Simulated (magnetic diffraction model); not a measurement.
# Al₂Cr₂B₃: the ordered moment from one line

Space group R-3m (no. 166), a = 3.1090 Å, c = 23.6800 Å.

| site | atom | x | y | z |
| --- | --- | --- | --- | --- |
| 6c | Cr | 2/3 | 1/3 | 0.2057 |
| 6c | Al | 2/3 | 1/3 | 0.0373 |
| 3a | B | 0 | 0 | 0 |
| 6c | B | 2/3 | 1/3 | 0.1179 |

This is a made-up structure (elements placed in a structure type, unrelaxed), so the numbers test the method and describe no known phase.

Only Cr is taken to order (form factors of Cr2+); orders and moment sizes are assumed, and not adapted to the symmetry. Radiation: neutrons of λ = 1.594 Å (absorption by B left out), 1.5° to 75°; isotropic B of 0.64 Å² (Cr), 0.98 Å² (Al) and 0.99 Å² (B). Simulated constant-wavelength pattern: nuclear and magnetic terms add, the magnetic one as |2.695 fm × Σ f S⊥ exp(2πi Q·r) exp(−B s²)|², summed over all Q at one angle with the factor 1/(sin²θ cos θ). For a modulated order the moment at position r is S exp(−2πi k·r) + c.c., with S = m/2 for a sine wave of amplitude m and S = m(u + iv)/2 for moments turning in a plane, u and v being orthogonal unit vectors in it; the phase factor of the sum at Q = H + k is then exp(2πi H·r). Free-ion form factors, Sears's scattering lengths of 1992, no absorption; a label names one of the reflections at its angle. The strongest nuclear line in the range is 100, and lines under 0.2 are left out.

In a first state the assumed order is k = (0 0 1/5), moments turning in the plane of [100] and [010], 2.46 μB on Cr; signs + at (2/3, 1/3, 0.2057), − at (0, 0, 0.1276), with this pattern:

```
2θ (°)       index  nuclear  magnetic
 10.81  (0 0 14/5)      0.0      41.0
 11.59     (0 0 3)      1.6       0.0
 12.37  (0 0 16/5)      0.0      30.5
 22.51  (0 0 29/5)      0.0      15.8
 23.30     (0 0 6)      4.6       0.0
 24.09  (0 0 31/5)      0.0      13.1
 34.46  (0 0 44/5)      0.0       2.8
 34.58   (1 0 4/5)      0.0       3.4
 34.66     (1 0 1)     38.2       0.0
 34.77   (1 0 6/5)      0.0       3.4
 35.17   (0 1 9/5)      0.0       6.4
 35.27     (0 0 9)     27.2       0.0
 35.34     (0 1 2)     34.0       0.0
 35.53  (0 1 11/5)      0.0       6.2
 36.08  (0 0 46/5)      0.0       2.4
 37.95     (1 0 4)     15.8       0.0
```
(The table stops after 16 lines; 37 more lie at higher angle.)

**Question.** Nearer the ordering temperature the line at 10.81° has total intensity 3.7 on the same scale, and all moments have shrunk alike. How large is the Cr moment?

The nuclear part, 0.0, stays, so the magnetic part is 3.7 against 41.0. It goes as m², so m = 2.46 × √(3.7/41.0) = 0.74 μB; the value used was 0.74 μB.

[Logs are printed without paths, hosts, clocks, repeated set-up lines and the standing remarks that a program may print on its own settings, such as how far it seeks lower states.]
